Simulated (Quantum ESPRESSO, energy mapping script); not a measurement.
# MnS: energy mapping under PBE+U (4 eV), QE, GBRV, part 3 of 3

Wanted: the magnetic order of MnS, its couplings and an estimate of its ordering temperature, by PBE+U (4 eV), QE, GBRV.

PBE with U = 4 eV on Mn d, ortho-atomic projectors; plane waves, U on orthogonalised atomic orbitals unless named otherwise, collinear spin, no spin–orbit coupling.

So far. Step 9 (Uncompensated ++− start in cell D (6 atoms)): The run ends ferrimagnetic, 39.76 meV a magnetic atom below the parallel order of its cell. Step 10 (Run 9 (parallel; cell E, 6 atoms)): The run ends ferromagnetic. For each magnetic atom its energy differs from the parallel run of the first cell by 0.69 meV, an error that one common reference would have brought in.

The database entry behind the starting cell differs from later determinations by our own check (an axis about 0.2 % short against later determinations), so it need not match the best structure at ambient conditions.

### 11. Order 10: uncompensated ++−, cell E of 6 atoms

Level of this step: PBE with U = 4 eV on Mn d, ortho-atomic projectors, GBRV potentials (Quantum ESPRESSO).

This order reverses 5.33 of the 12 neighbours at 3.68 Å, 1.33 of the 6 neighbours at 5.21 Å and 16 of the 24 neighbours at 6.38 Å, counted for an average magnetic atom.

Input file pw.in:

```
&control
  calculation = 'scf'
  prefix = 'pw'
  outdir = './tmp/'
  pseudo_dir = './pseudo/'
  verbosity = 'low'
/
&system
  ibrav = 0
  nat = 6
  ntyp = 3
  ecutwfc = 45
  ecutrho = 360
  nbnd = 49
  occupations = 'smearing'
  smearing = 'fd'
  degauss = 0.00367493
  nspin = 2
  starting_magnetization(1) = 0.3000
  starting_magnetization(2) = -0.3000
/
&electrons
  conv_thr = 1.5e-08
  electron_maxstep = 120
  mixing_beta = 0.3
  mixing_mode = 'plain'
/
ATOMIC_SPECIES
  Mn1 54.9380 Mn.upf
  Mn2 54.9380 Mn.upf
  S 32.0600 S.upf
CELL_PARAMETERS angstrom
  0.00000000 2.60450000 2.60450000
  0.00000000 2.60450000 -2.60450000
  -7.81350000 -2.60450000 0.00000000
ATOMIC_POSITIONS crystal
  Mn1 0.00000000 0.00000000 0.00000000
  Mn1 0.33333333 0.33333333 0.66666667
  Mn2 0.66666667 0.66666667 0.33333333
  S 0.83333333 0.83333333 0.66666667
  S 0.16666667 0.16666667 0.33333333
  S 0.50000000 0.50000000 0.00000000
K_POINTS automatic
  6 6 6 0 0 0
HUBBARD {ortho-atomic}
U Mn1-3d 4
U Mn2-3d 4
```

On the command line:

```
$ OMP_NUM_THREADS=1 mpirun -n 8 pw.x -nk 8 -in pw.in > pw.out
```

Log:

```text
[banner, memory and clock lines left out]
Program PWSCF v.7.5 starts
[...]
unit-cell volume          =     715.3539 (a.u.)^3
     number of atoms/cell      =            6
[...]
number of electrons       =        63.00
     number of Kohn-Sham states=           49
     kinetic-energy cutoff     =      45.0000  Ry
     charge density cutoff     =     360.0000  Ry
[...]
The total energy is F=E-TS. E is the sum of the following terms:
     one-electron contribution =    -397.47532185 Ry
     hartree contribution      =     221.64263913 Ry
     xc contribution           =    -105.79670436 Ry
     ewald contribution        =    -424.47984633 Ry
     Hubbard energy            =       0.12524885 Ry
     total magnetization       =     5.00 Bohr mag/cell
     absolute magnetization    =    14.58 Bohr mag/cell
     convergence has been achieved in  12 iterations
[key lines of the parts left out:]
!    total energy              =    -705.98398457 Ry
the Fermi energy is    10.7001 ev
```

Wall time 52 s (8 MPI ranks of Intel Xeon Platinum 8375C at 2.90GHz (Ice Lake), shared host); peak memory 1.4 GiB; 6.9 min of CPU time.

The run ends ferrimagnetic, 28.05 meV a magnetic atom below the parallel order of its cell.

### 12. From energies to couplings

Each energy difference is a sum of couplings weighted by the pairs that the order reverses. A few near shells are fitted to the differences by least squares. Energies are those extrapolated to zero occupation width, not the free energies F.

The orders that converged (zero: parallel moments in the same cell):

```
                      order  atoms  energy (meV a magnetic atom)  moments (μB)  moments kept as typed  opposed neighbours at 3.68, 5.21, 6.38 Å
         parallel in cell A      4                          0.00          4.51                    yes                                   0, 0, 0
   compensated +− in cell A      4                        -56.85          4.43                    yes                                  6, 6, 12
         parallel in cell B      4                          0.00          4.51                    yes                                   0, 0, 0
   compensated +− in cell B      4                        -21.44          4.48                    yes                                  8, 0, 16
         parallel in cell C      6                          0.00          4.51                    yes                                   0, 0, 0
uncompensated ++− in cell C      6                        -44.20  4.42 to 4.46                    yes                                  4, 4, 12
         parallel in cell D      6                          0.00          4.51                    yes                                   0, 0, 0
uncompensated ++− in cell D      6                        -39.76  4.43 to 4.47                    yes                             6.67, 2.67, 8
         parallel in cell E      6                          0.00          4.51                    yes                                   0, 0, 0
uncompensated ++− in cell E      6                        -28.05  4.46 to 4.48                    yes                            5.33, 1.33, 16
```

The Heisenberg fit (each pair counts twice, positive J is ferromagnetic):

```
 pair  distance (Å)  neighbours  J (meV)
Mn–Mn          3.68          12    -1.01
Mn–Mn          5.21           6    -3.49
Mn–Mn          6.38          24   -0.151
Mn–Mn          7.37          12   -0.400
```

Adding the shell at 8.24 Å gives -0.86, -3.4, -0.13, -0.43 and -0.12 meV and a mean-field temperature of 118 K, an exact solve that tests nothing.

In mean field these couplings order at 125 K, at q = (0.50, 0.50, 0.50) in fractions of the conventional cell's reciprocal vectors, and give a Curie–Weiss temperature of -320 K.

### 13. Ordering temperature by Monte Carlo

Mean field ignores fluctuations and overstates the ordering temperature, so the model is also sampled. The heat capacity peaks where order sets in.

Classical unit spins with these couplings on 8×8×4 copies of a cell that holds the lowest order (512 spins), heat-bath sweeps, cooled from random directions, 831 sweeps to settle and 2493 measured at each temperature, averaged over 8 runs.

```
T (K)  order along the lowest pattern  net moment  heat capacity (k_B a spin)
 15.0                            0.43        0.01                        1.03
 25.6                            0.39        0.01                        1.08
 41.6                            0.39        0.01                        1.19
 52.2                            0.36        0.01                        1.30
 62.9                            0.31        0.01                        1.53
 73.5                            0.26        0.02                        1.88
 78.9                            0.22        0.02                        1.80
 89.5                            0.16        0.02                        1.17
  100                            0.12        0.02                        0.66
  111                            0.10        0.02                        0.49
  127                            0.08        0.02                        0.35
  137                            0.08        0.02                        0.29
```

The smoothed heat capacity peaks at 73.9 K. The order column follows one pattern alone; equivalent domains or another pattern share the rest.

### 14. Results

- lowest order tried: compensated +− in cell A
- largest fitted value, Mn–Mn at 5.21 Å: -3.49 meV
- ordering temperature, mean field: 125 K
- heat-capacity peak, Monte Carlo: 73.9 K

What this shows: Of the orders tried, MnS prefers the order “compensated +− in cell A” under PBE+U (4 eV), QE, GBRV, with 6 of 12 neighbours at 3.68 Å, 6 of 6 neighbours at 5.21 Å and 12 of 24 neighbours at 6.38 Å opposed, and the heat capacity of the fitted model peaks near 74 K (Monte Carlo, classical spins). The largest fitted coupling is the Mn–Mn pair at 5.21 Å, antiferromagnetic at -3.5 meV, across a ligand at about 180°. The straight metal–ligand–metal path outweighs the right-angled one, the pattern expected of superexchange through one ligand p orbital, which these runs do not test. The orders also reverse pairs at 8.24 Å, which are not fitted, so the fitted values hold their part too. With 5 differences for 4 couplings the fit misses by 1.4 meV at most, a small part of the spread. In the fitted orders moments change by up to 2.0 % against the parallel run of the same cell, so their size stays put. Monte Carlo puts the peak at 0.59 of the mean-field temperature, since mean field leaves out fluctuations. In tests on simple cubic and body-centred models such peaks lay 5 to 6 % under the bulk value. On cooling, the order along the one computed pattern stays at or under 0.47: the model settles in an equivalent domain, a degenerate mixture or another order. The Curie–Weiss temperature is 4.3 times the peak temperature in size, a mark of frustration. The parallel order holds 5 μB a magnetic atom, spin 2.5; the common factor (S+1)/S would raise the classical 73.9 K to 103 K, a correction that often overshoots. The classical value and the one scaled by (S+1)/S differ by a factor of 1.4, so closeness of either to the measured temperature is partly a matter of convention.

Comparison with the measured values:

```
                             quantity  measured  PBE+U (4 eV), QE, GBRV, Monte Carlo  PBE+U (4 eV), QE, GBRV, Monte Carlo × (S+1)/S
ordering temperature (spin model) (K)       150                         74 (-50.7 %)                                  103 (-31.0 %)
```

Measured values from arxiv:1108.4537 (2011).

**Verdict.** For the ordering temperature, of the levels listed nearest comes PBE+U (4 eV), QE, GBRV, Monte Carlo × (S+1)/S (-31.0 %, a clear miss) and farthest PBE+U (4 eV), QE, GBRV, Monte Carlo (-50.7 %, a clear miss). A U picked for its result is no test. No cell relaxation is part of this session.

[Logs and program files are shortened in this print: banners, set-up blocks, solver, clock and traceback lines can be left out without a mark of their own.]

[Logs are printed without paths, hosts, clocks, repeated set-up lines and the standing remarks that a program may print on its own settings, such as how far it seeks lower states.]

[Hosts, paths, dates, database ids (printed as entryN), source tags and the programs' standing remarks are cut or masked in the printed files.]

[Where a cell is said to come from a database of computed structures, the database is the Materials Project.]
